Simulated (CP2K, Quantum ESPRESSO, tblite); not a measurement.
## (13,0) blue phosphorene nanotube (52 atoms): runs against a plane-wave reference

The cell holds 52 atoms: 52 P. Its edges and angles: a = 23.813 Å, b = 23.705 Å, c = 5.681 Å, α = 90.0°, β = 90.0°, γ = 90.0°. It derives from P (blue phosphorene). Blue phosphorene sheet (a = 3.28 Å) rolled into a (13,0) tube of diameter 13.57 Å, 1 period, 9 Å of vacuum; not relaxed, displaced by a Gaussian of 0.02 Å. Then every atom was moved at random, 0.02 Å r.m.s. a Cartesian component. Vacuum lies along a and b. The structure repeats along c.

Geometry: as built.

The reference, a calculation:

- method: Kohn-Sham DFT, PBE, SSSP efficiency 1.3.0 pseudopotentials, plane waves (Quantum ESPRESSO 7.5); sssp-pbe-1.3.0-efficiency, cutoffs 45/360 Ry, Γ point
- r.m.s. force component: 0.611 eV/Å
- longest force: 2.244 eV/Å
- gap (highest filled to lowest empty level): 1.706 eV
- time: 8.4 min on 2 MPI ranks of Arm Neoverse V2, shared host
- CPU time: 17 min

Runs, in no order:
A. CP2K PBE, SZV-MOLOPT-SR, 350/50 Ry, diagonalisation: Kohn-Sham DFT, PBE, GTH-PBE pseudopotentials, Gaussian and plane waves, SZV-MOLOPT-SR-GTH, diagonalisation
B. CP2K PBE, TZV2P-MOLOPT, 350/50 Ry, diagonalisation: Kohn-Sham DFT, PBE, GTH-PBE pseudopotentials, Gaussian and plane waves, TZV2P-MOLOPT-GTH, diagonalisation
C. CP2K PBE, TZV2P-UZH, 350/50 Ry, diagonalisation: Kohn-Sham DFT, PBE, GTH-PBE pseudopotentials, Gaussian and plane waves, TZV2P-MOLOPT (UZH set), diagonalisation
D. tblite GFN2-xTB: GFN2-xTB tight binding, diagonalisation
E. CP2K PBE, DZVP-MOLOPT-SR, 350/20 Ry, diagonalisation: Kohn-Sham DFT, PBE, GTH-PBE pseudopotentials, Gaussian and plane waves, DZVP-MOLOPT-SR-GTH, diagonalisation

**Question.** Rank the runs by how far their forces lie from the reference's, least first.

B, C, E, D, A.

| run | Δ force, r.m.s. (meV/Å) | share of r.m.s. force (%) | CPU time |
| --- | --- | --- | --- |
| B. CP2K PBE, TZV2P-MOLOPT, 350/50 Ry, diagonalisation | 9.82 | 1.61 | 1.8 min |
| C. CP2K PBE, TZV2P-UZH, 350/50 Ry, diagonalisation | 21.9 | 3.59 | 2.6 min |
| E. CP2K PBE, DZVP-MOLOPT-SR, 350/20 Ry, diagonalisation | 69.7 | 11.4 | 66 s |
| D. tblite GFN2-xTB | 623 | 102 | 2 s |
| A. CP2K PBE, SZV-MOLOPT-SR, 350/50 Ry, diagonalisation | 1860 | 304 | 64 s |

Periodic xTB results under one method name differ between programs and library versions. The electronic-structure runs sample only Γ, in a cell whose periodic width is 6 Å.

[Hosts, paths, dates, database ids (printed as entryN), source tags and the programs' standing remarks are cut or masked in the printed files.]
